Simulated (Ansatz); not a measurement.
# HgC2S2N2 (C2/m): G0W0 under other settings

Aim: change settings of a G0W0 run on HgC2S2N2 (C2/m) and see what moves.

Method: G0W0 on PBE, plane waves, PAW; PAW set soft_1, in Ansatz 0.2.0.

### 1. The structure

It takes space group C2/m (No. 12, monoclinic). The conventional cell has a = 10.878 Å, b = 4.042 Å, c = 6.435 Å, α = 90.00°, β = 95.28°, γ = 90.00°. Hg has 2 S at 2.43 Å nearest. Nearest to C lie 1 N at 1.18 Å and 1 S at 1.66 Å. Nearest to S lie 1 C at 1.66 Å and 1 Hg at 2.43 Å. N has 1 C at 1.18 Å nearest. Farther neighbours and most contacts between anions are not listed.

Geometry: measured cell, ions relaxed with PBE. The runs that relaxed it are not among those shown. Spin-orbit coupling is left out unless a step names it.

### 2. The base run: 4×4×2 mesh, 319 empty bands, screening to 100 eV, PAW set soft_1 files

G0W0 replaces the xc potential by the self-energy, built once from these orbitals. Only a window of levels is corrected, while the sums run over the empty bands that the input names. This step takes PAW set soft_1 files.

The input, input.yaml:

```yaml
crystal:
  lattice:
    - [5.439, -2.021, 0.0]
    - [5.439, 2.021, 0.0]
    - [-0.5921680587, 0.0, 6.4076955288]
  atoms:
    - { symbol: Hg, position: [0.0, 0.0, 0.0] }
    - { symbol: C, position: [0.2661513025, 0.2661513025, 0.2233405963] }
    - { symbol: C, position: [0.7338486975, 0.7338486975, 0.7766594037] }
    - { symbol: S, position: [0.1320101513, 0.1320101513, 0.3259806969] }
    - { symbol: S, position: [0.8679898487, 0.8679898487, 0.6740193031] }
    - { symbol: "N", position: [0.3633996325, 0.3633996325, 0.1569129335] }
    - { symbol: "N", position: [0.6366003675, 0.6366003675, 0.8430870665] }
kpoints:
  mp_grid: { grid: [4, 4, 2] }
hamiltonian:
  xc: pbe
  pseudopotentials: { kind: paw, azcp: { folder: soft_1 } }
scf:
  occupations: { method: fixed }
gw:
  n_empty_bands: 319
  ecut_chi: 100
  qp_bands: [v2, c2]
  qp_kpoints: band_edges
  screening: { model: contour_deformation }
```

Launch:

```bash
ansatz run input.yaml --threads 2 --pin off --max-ram 92160MiB --backend cuda --events-out ev --progress --plain --runs-dir out --devices 1 --max-vram 13GiB
```

Numbers of over 12 decimals in the logs are rounded to 6 here.

Output:

```text
GPUs: using 1 of 1 available (devices: 1).
Engine: ansatz 0.2.0, x86_64-unknown-linux-gnu
Pseudopotentials: kind: paw
Pseudopotential: Hg, paw, valence charge 20, recommended cutoff 420 eV (normal), soft_1/Hg.paw.azcp
Pseudopotential: C, paw, valence charge 4, recommended cutoff 420 eV (normal), soft_1/C.paw.azcp
Pseudopotential: S, paw, valence charge 6, recommended cutoff 420 eV (normal), soft_1/S.paw.azcp
Pseudopotential: N, paw, valence charge 5, recommended cutoff 420 eV (normal), soft_1/N.paw.azcp
Functional definition: PBE
  parameter kappa = 0.804
  parameter beta = 0.066725
  exchange = pbe_x(kappa = kappa, mu = beta*pi^2/3)
  correlation = pbe_c(beta = beta)
device memory: the entry about to start is reckoned to put 1.3 GiB on a device that reports 42.2 GiB free (of which the cap on the GPU budget leaves the run 13.0 GiB)
GPU FFT provider: cuFFT
GPU libraries: cuBLAS 13.8.2, cuFFT 12.4.0, cuSOLVER 12.3.4
Crystal: 7 atoms, lattice volume = 140.870 Å³
Basis set: ecut = 420 eV, 2761 PW (Γ)
Bands: 32, of which v1, the nominal top of the filled ones, is band 25 counted from 1 (24 counted from 0)
Symmetry: 4 space group operations
Space group: C2/m (ITA 12), of the structure as read, at distance tolerance 5.2e-5 Å
k-points: 14 of 32
Non-local potential: Hg, projectors of the file, l = 0: 3, l = 1: 2, l = 2: 2, l = 3: 1
Non-local potential: C, projectors of the file, l = 0: 2, l = 1: 2, l = 2: 1
Non-local potential: S, projectors of the file, l = 0: 2, l = 1: 2, l = 2: 1
Non-local potential: N, projectors of the file, l = 0: 2, l = 1: 2, l = 2: 1
PAW form: soft (Blöchl's): semilocal exchange-correlation on the pseudo side does not see the compensation charge
PAW one-centre angular grid: Hg, 590 points (default); XC on 64 Gauss nodes
PAW one-centre angular grid: C, 110 points (default); XC on 64 Gauss nodes
PAW one-centre angular grid: S, 110 points (default); XC on 64 Gauss nodes
PAW one-centre angular grid: N, 110 points (default); XC on 64 Gauss nodes
Initial density: superposition of atomic densities (chi_scale 0.1, normalization cell, long waves kept (reshape's long-wave potential 0.21 eV rms))
Initial wavefunctions: pseudopotential atomic-orbital guess
GPU buffer pool allocated for 72000 grid points (all kernels)
GPU transforms: local potential and band sums: pruned to the plane-wave sphere, on 40×40×45
Functional: x = pbe(κ = 0.804, μ = 0.219515), c = pbe(β = 0.066725)
SCF iter   1: F=—  HF=-16889.568963 eV  |F-HF|=—  |Δ(HF+E_count)|=         —  Δρ=7.42e-2  dr2=7.20e0  ethr=3.10e-3  ⟨swp⟩=5.0  Hψ=1904  notcnv=0  defer=57
preconditioner: auto → Resta (q_TF=auto, 2.296 Å⁻¹)  ε∞=4.0  [insulator: Δε(μ)=2.066 eV  Ē_g=11.703 eV  n_scr=24 (ndim 8)  ℏωp=20.3 eV  f_vac=0.054  ε∞_Penn≈4.0]
[...]
--- Per-component energies (eV) ---
  E_band       = -707.300216
  E_kinetic    = 1205.387510
  E_local      = -5537.312788  (includes V_loc(G=0)·N_el)
  E_nonlocal   = 274.753023
  E_hartree    = 2274.994817
  E_xc         = -592.441125
  E_vxc        = -669.263217  (∫ρ·V_xc dr)
  E_paw        = -11630.683556  (= ΣΔE_a)
  E_vpaw       = -530.847668  (= ΣTr[D̂ρ^β])
  E_aug_tail   = 0.002217  (compensation charges beyond the density's cutoff)
  E_ewald      = -2882.020586
  E_smearing   = -0.000000  (= −TS)
  E_closure    = -0.000000  (closes the sum)
  Σ components = -16887.320488   (vs F -16887.320488, Δ=0.00e0)
--- Band table (eV; the first three rows and the last of 14) ---
  k-point 0: bands = [... 21 lower, 1.2393, 2.1138, 2.3349, 2.9714, 5.3105, 7.2756, 7.5186, 8.3315, ... 3 higher]
  k-point 1: bands = [... 21 lower, 1.4890, 2.0300, 2.3298, 2.9831, 6.1425, 7.4470, 7.9499, 8.5689, ... 3 higher]
  k-point 2: bands = [... 21 lower, 1.2464, 1.5838, 2.3172, 2.6967, 5.5586, 7.2037, 7.9560, 8.3696, ... 3 higher]
  k-point 13: bands = [... 21 lower, 1.8117, 1.9042, 2.9634, 2.9821, 5.9602, 7.7103, 7.8332, 8.2047, ... 3 higher]
--- G₀W₀: contour deformation, 7 samples at zero and on the imaginary axis and 1 off it, 32 q-points, 319 empty bands' worth ---
  eigenvalues of the whole cell's RPA ε∞ on this k-mesh (on a slab, of 1 + 4πα/V) = 2.6061, 3.2383, 5.1827; static W/v taken at q = 0 is 0.298785
  gw.qp_kpoints: band_edges: 13 of 14 stored k-points solved, in 1 pass; an edge of the gap read off the rows below is read off those points alone
    valence top: of the k-points left out ik 10 came nearest to being solved in a further pass, in band 25 (counted from 1, as in the quasiparticle table): it holds the edge there only if its correction is more favourable than any solved in that band by at least 0.733 eV; those differ by 0.062 eV
    conduction bottom: of the k-points left out ik 10 came nearest to being solved in a further pass, in band 26 (counted from 1, as in the quasiparticle table): it holds the edge there only if its correction is more favourable than any solved in that band by at least 0.532 eV; those differ by 0.188 eV
    ik  band        ε_KS         Σx   Σc(E_QP)       V_xc       Z   E_QP_lin       E_QP  E_QP is
     0    24      2.3349   -18.3541     2.3908   -15.0051  0.7430     1.3529     1.3767  root
     0    25      2.9714   -19.8068     2.2916   -16.5885  0.7528     2.0275     2.0447  root
     0    26      5.3105   -10.9410    -3.4544   -15.2686  0.7918     6.1928     6.1837  root
     0    27      7.2756    -8.3449    -3.8571   -13.2605  0.7783     8.3540     8.3340  root
     1    24      2.3298   -18.5402     2.3957   -15.2065  0.7425     1.3693     1.3918  root
     1    25      2.9831   -19.6588     2.2886   -16.4245  0.7535     2.0194     2.0374  root
     1    26      6.1425   -11.8164    -3.8016   -16.6796  0.7778     7.2225     7.2041  root
     1    27      7.4470    -7.2599    -4.1037   -12.3381  0.7838     8.4389     8.4214  root
[...]
13    24      2.9634   -18.9209     2.2083   -15.7923  0.7510     2.0261     2.0431  root
    13    25      2.9821   -19.8503     2.2638   -16.6753  0.7535     2.0546     2.0709  root
    13    26      5.9602   -11.3764    -3.6513   -16.0172  0.7837     6.9639     6.9497  root
    13    27      7.7103    -8.7136    -4.2358   -14.2124  0.7600     9.0125     8.9734  root
[key lines of the parts left out:]
SCF converged after 9 iterations
Free energy (F): -16887.320488 eV
Fermi energy:    3.100609 eV
```

Elapsed: 24 s, on 1 × NVIDIA H100 80GB HBM3 (shared by 6 runs) with 2 threads of AMD EPYC 7R13 (Zen 3), shared host; peak memory 1.5 GiB; 34 s of CPU time.

This step gave:

```
bands summed                                 : 344
RPA ε∞ on this mesh (eigenvalues)            : 2.606, 3.238, 5.183
plane waves in the screening matrix          : 327
q-points in the mesh                         : 32
G0W0 gap on the mesh                         : 3.996 eV
k of the valence top                         : -0.5, -0.5, 0
k of the conduction bottom                   : 0, 0, 0
starting gap on the mesh                     : 2.210 eV
Z at the valence top                         : 0.7552
Z at the conduction bottom                   : 0.7918
least direct G0W0 gap on the computed points : 4.139 eV
```

The gap on the mesh goes from 2.21 eV to 4.00 eV, a correction of +1.79 eV. Between the two edge states, bare exchange in place of the xc potential would open the gap by 7.45 eV, and correlation takes back 5.67 eV.

### 3. Variant: potentials

Other atomic data (norm-conserving) test the pseudisation: the cutoff goes from 420 to 1240 eV, with the same valence electrons.

This step: G0W0 on PBE, plane waves, norm-conserving pseudopotentials.

input.yaml, as its differences from that of step 2:

```diff
@@ -17,3 +17,3 @@
   xc: pbe
-  pseudopotentials: { kind: paw, azcp: { folder: soft_1 } }
+  pseudopotentials: { kind: nc }
 scf:
```

Output:

```text
GPUs: using 1 of 1 available (devices: 1).
[...]
GPU FFT provider: cuFFT
GPU libraries: cuBLAS 13.8.2, cuFFT 12.4.0, cuSOLVER 12.3.4
Crystal: 7 atoms, lattice volume = 140.870 Å³
Basis set: ecut = 1240 eV, 13999 PW (Γ)
Bands: 32, of which v1, the nominal top of the filled ones, is band 25 counted from 1 (24 counted from 0)
Symmetry: 4 space group operations
[...]
k-points: 14 of 32
[...]
GPU buffer pool allocated for 388800 grid points (all kernels)
[...]
SCF iter   1: F=—  HF=-6046.985005 eV  |F-HF|=—  |Δ(HF+E_count)|=         —  Δρ=7.82e-2  dr2=7.59e0  ethr=3.10e-3  ⟨swp⟩=6.9  Hψ=2238  notcnv=0  defer=65
[...]
SCF iter   9: F=-6044.472794 eV  HF=-6044.472794 eV  |F-HF|=1.64e-9  |Δ(HF+E_count)|=   1.49e-6  Δρ=7.57e-6  dr2=5.73e-8  ethr=2.00e-10  ⟨swp⟩=14.4  Hψ=2789  notcnv=0
SCF 1 converged in 9 iterations: F = -6044.472794 eV  dr2 = 5.73e-8
[...]
0    24      2.3501   -18.3398     2.3940   -14.9986  0.7431     1.3798     1.4029  root
     0    25      2.9865   -19.7945     2.2932   -16.5839  0.7529     2.0523     2.0692  root
     0    26      5.3291   -10.9282    -3.4565   -15.2635  0.7918     6.2171     6.2079  root
     0    27      7.2909    -8.3397    -3.8613   -13.2544  0.7783     8.3641     8.3443  root
     1    24      2.3445   -18.5264     2.3989   -15.1991  0.7426     1.3941     1.4161  root
     1    25      2.9988   -19.6468     2.2902   -16.4214  0.7536     2.0460     2.0637  root
     1    26      6.1600   -11.8010    -3.8037   -16.6728  0.7778     7.2467     7.2280  root
     1    27      7.4566    -7.2650    -4.1056   -12.3424  0.7840     8.4457     8.4284  root
[...]
13    24      2.9781   -18.9085     2.2132   -15.7878  0.7511     2.0540     2.0706  root
    13    25      2.9969   -19.8383     2.2654   -16.6700  0.7536     2.0781     2.0941  root
    13    26      5.9776   -11.3560    -3.6531   -16.0050  0.7837     6.9879     6.9735  root
    13    27      7.7274    -8.7110    -4.2391   -14.2066  0.7600     9.0225     8.9839  root
[key lines of the parts left out:]
SCF converged after 9 iterations
Free energy (F): -6044.472794 eV
Fermi energy:    3.115943 eV
```

Wall time 64 s (1 × NVIDIA H100 80GB HBM3 (shared by 6 runs) with 2 threads); peak memory 2.5 GiB.

The G0W0 gap on the mesh is 3.995 eV.

Against the base:

| setting | base | variant |
| --- | --- | --- |
| files | PAW set soft_1 | norm-conserving |

| quantity | variant | base |
| --- | --- | --- |
| starting gap on the mesh | 2.213 | 2.210 |
| G0W0 gap on the mesh | 3.995 | 3.996 |
| least direct G0W0 gap on the computed points | 4.139 | 4.139 |
| Z at the valence top | 0.755 | 0.755 |
| Z at the conduction bottom | 0.792 | 0.792 |

### 4. Variant: potentials

This step: G0W0 on PBE, plane waves, PAW.

input.yaml, as its differences from that of step 3:

```diff
@@ -17,3 +17,3 @@
   xc: pbe
-  pseudopotentials: { kind: nc }
+  pseudopotentials: { kind: paw, source: ansatz }
 scf:
```

Output:

```text
GPUs: using 1 of 1 available (devices: 1).
[...]
GPU FFT provider: cuFFT
GPU libraries: cuBLAS 13.8.2, cuFFT 12.4.0, cuSOLVER 12.3.4
Crystal: 7 atoms, lattice volume = 140.870 Å³
Basis set: ecut = 870 eV, 8185 PW (Γ)
Bands: 32, of which v1, the nominal top of the filled ones, is band 25 counted from 1 (24 counted from 0)
Symmetry: 4 space group operations
[...]
k-points: 14 of 32
[...]
GPU buffer pool allocated for 294912 grid points (all kernels)
[...]
SCF iter   1: F=—  HF=-16921.794304 eV  |F-HF|=—  |Δ(HF+E_count)|=         —  Δρ=7.74e-2  dr2=7.64e0  ethr=3.10e-3  ⟨swp⟩=5.1  Hψ=1877  notcnv=0  defer=38
[...]
SCF iter  10: F=-16919.316612 eV  HF=-16919.316612 eV  |F-HF|=1.14e-8  |Δ(HF+E_count)|=   3.54e-7  Δρ=2.36e-6  dr2=1.06e-8  ethr=2.00e-10  ⟨swp⟩=12.4  Hψ=2107  notcnv=0
SCF 1 converged in 10 iterations: F = -16919.316612 eV  dr2 = 1.06e-8
[...]
0    24      2.3489   -18.3515     2.3957   -15.0022  0.7432     1.3719     1.3954  root
     0    25      2.9852   -19.8031     2.2958   -16.5841  0.7530     2.0449     2.0620  root
     0    26      5.3265   -10.9404    -3.4548   -15.2653  0.7919     6.2054     6.1965  root
     0    27      7.2913    -8.3367    -3.8589   -13.2471  0.7785     8.3623     8.3426  root
     1    24      2.3435   -18.5369     2.4000   -15.2028  0.7427     1.3871     1.4094  root
     1    25      2.9973   -19.6561     2.2933   -16.4212  0.7537     2.0378     2.0556  root
     1    26      6.1588   -11.8171    -3.8005   -16.6764  0.7779     7.2359     7.2176  root
     1    27      7.4597    -7.2597    -4.1049   -12.3366  0.7841     8.4491     8.4317  root
[...]
13    24      2.9772   -18.9198     2.2150   -15.7907  0.7512     2.0463     2.0632  root
    13    25      2.9957   -19.8464     2.2677   -16.6704  0.7537     2.0713     2.0875  root
    13    26      5.9754   -11.3716    -3.6513   -16.0089  0.7838     6.9755     6.9614  root
    13    27      7.7280    -8.7089    -4.2363   -14.2009  0.7602     9.0220     8.9835  root
[key lines of the parts left out:]
SCF converged after 10 iterations
Free energy (F): -16919.316612 eV
Fermi energy:    3.114575 eV
```

It took 39 s on 1 × NVIDIA H100 80GB HBM3 (shared by 6 runs) with 2 threads; peak memory 2 GiB; 64 s of CPU time.

The G0W0 gap on the mesh is 3.991 eV.

Against the base:

| setting | base | variant |
| --- | --- | --- |
| files | PAW set soft_1 | hard PAW |

| quantity | variant | base |
| --- | --- | --- |
| starting gap on the mesh | 2.212 | 2.210 |
| G0W0 gap on the mesh | 3.991 | 3.996 |
| least direct G0W0 gap on the computed points | 4.135 | 4.139 |
| Z at the valence top | 0.755 | 0.755 |
| Z at the conduction bottom | 0.792 | 0.792 |

### 5. Variant: frequency model

A plasmon pole stands in for the full frequency dependence of the screening; this run shows what that costs in accuracy.

This step: G0W0 on PBE, plane waves, PAW; PAW set soft_1.

input.yaml, as its differences from that of step 4:

```diff
@@ -17,3 +17,3 @@
   xc: pbe
-  pseudopotentials: { kind: paw, source: ansatz }
+  pseudopotentials: { kind: paw, azcp: { folder: soft_1 } }
 scf:
@@ -25,2 +25,2 @@
   qp_kpoints: band_edges
-  screening: { model: contour_deformation }
+  screening: { model: godby_needs }
```

Output:

```text
GPUs: using 1 of 1 available (devices: 1).
[...]
GPU FFT provider: cuFFT
GPU libraries: cuBLAS 13.8.2, cuFFT 12.4.0, cuSOLVER 12.3.4
Crystal: 7 atoms, lattice volume = 140.870 Å³
Basis set: ecut = 420 eV, 2761 PW (Γ)
Bands: 32, of which v1, the nominal top of the filled ones, is band 25 counted from 1 (24 counted from 0)
Symmetry: 4 space group operations
[...]
k-points: 14 of 32
[...]
GPU buffer pool allocated for 72000 grid points (all kernels)
[...]
SCF iter   1: F=—  HF=-16889.568963 eV  |F-HF|=—  |Δ(HF+E_count)|=         —  Δρ=7.42e-2  dr2=7.20e0  ethr=3.10e-3  ⟨swp⟩=5.0  Hψ=1904  notcnv=0  defer=57
[...]
SCF iter   9: F=-16887.320488 eV  HF=-16887.320488 eV  |F-HF|=3.19e-9  |Δ(HF+E_count)|=   1.21e-6  Δρ=6.04e-6  dr2=5.85e-8  ethr=2.00e-10  ⟨swp⟩=11.4  Hψ=1961  notcnv=0
SCF 1 converged in 9 iterations: F = -16887.320488 eV  dr2 = 5.85e-8
[...]
0    24      2.3349   -18.3541     2.3559   -15.0051  0.7796     1.3327     1.3418  root
     0    25      2.9714   -19.8068     2.2966   -16.5885  0.7818     2.0431     2.0497  root
     0    26      5.3105   -10.9410    -3.3683   -15.2686  0.8092     6.2743     6.2699  root
     0    27      7.2756    -8.3449    -3.7942   -13.2605  0.8023     8.4034     8.3969  root
     1    24      2.3298   -18.5402     2.3657   -15.2065  0.7789     1.3532     1.3618  root
     1    25      2.9831   -19.6588     2.2898   -16.4245  0.7828     2.0317     2.0387  root
     1    26      6.1425   -11.8164    -3.6835   -16.6796  0.8002     7.3300     7.3222  root
     1    27      7.4470    -7.2599    -4.0528   -12.3381  0.8098     8.4789     8.4724  root
[...]
13    24      2.9634   -18.9209     2.2088   -15.7923  0.7807     2.0371     2.0436  root
    13    25      2.9821   -19.8503     2.2721   -16.6753  0.7822     2.0730     2.0791  root
    13    26      5.9602   -11.3764    -3.5452   -16.0172  0.8042     7.0625     7.0558  root
    13    27      7.7103    -8.7136    -4.1186   -14.2124  0.7910     9.1029     9.0907  root
[key lines of the parts left out:]
SCF converged after 9 iterations
Free energy (F): -16887.320488 eV
Fermi energy:    3.100609 eV
```

The job ended after 39 s (1 × NVIDIA H100 80GB HBM3 (shared by 6 runs) with 2 threads; peak memory 1.6 GiB; 55 s of CPU time).

The G0W0 gap on the mesh is 4.072 eV.

Against the base:

| setting | base | variant |
| --- | --- | --- |
| frequency model | contour deformation | plasmon pole |

| quantity | variant | base |
| --- | --- | --- |
| starting gap on the mesh | 2.210 | 2.210 |
| G0W0 gap on the mesh | 4.072 | 3.996 |
| least direct G0W0 gap on the computed points | 4.220 | 4.139 |
| Z at the valence top | 0.783 | 0.755 |
| Z at the conduction bottom | 0.809 | 0.792 |

### 6. Summary of results

```
base            : 4.00 eV, 24 s
potentials      : 3.99 eV, 64 s
potentials      : 3.99 eV, 39 s
frequency model : 4.07 eV, 39 s
```

What this shows: Potentials: the gap moves by −0.001 eV and the time by a factor of 2.7 (the plane-wave cutoff goes from 420 to 1240 eV). Potentials: the gap moves by −0.01 eV (the plane-wave cutoff goes from 420 to 870 eV). Frequency model: the gap moves by +0.08 eV. All runs here use a coarse mesh and modest cutoffs; they test settings and are not final values. The 4×4×2 mesh is coarse for this cell (its supercell is 13 Å along the shortest edge). The RPA ε∞ on it, from the PBE start, is 2.61, 3.24 and 5.18; such meshes misread the long-range screening, most where the gap is narrow. A d shell, filled or nearly so, lies near the gap. One-shot GW converges very slowly in bands there, not always from below, and on a semilocal start the gap tends to come out low; starts rich in exact exchange can overshoot instead. The many-body steps are scalar-relativistic: spin-orbit coupling is not in them.

[Paths, hosts, dates, memory and timing lines, banners, echoed tables and standing remarks are left out of the program output.]

[Logs are printed without paths, hosts, clocks, repeated set-up lines and the standing remarks that a program may print on its own settings, such as how far it seeks lower states.]

[Runs of the session that timed out or met a known fault of the program may be left out.]

[Cells called generated may have been cut or substituted from an entry of the Crystallography Open Database or the Materials Project.]

[Hosts, paths, dates, database ids (printed as entryN), source tags and the programs' standing remarks are cut or masked in the printed files.]
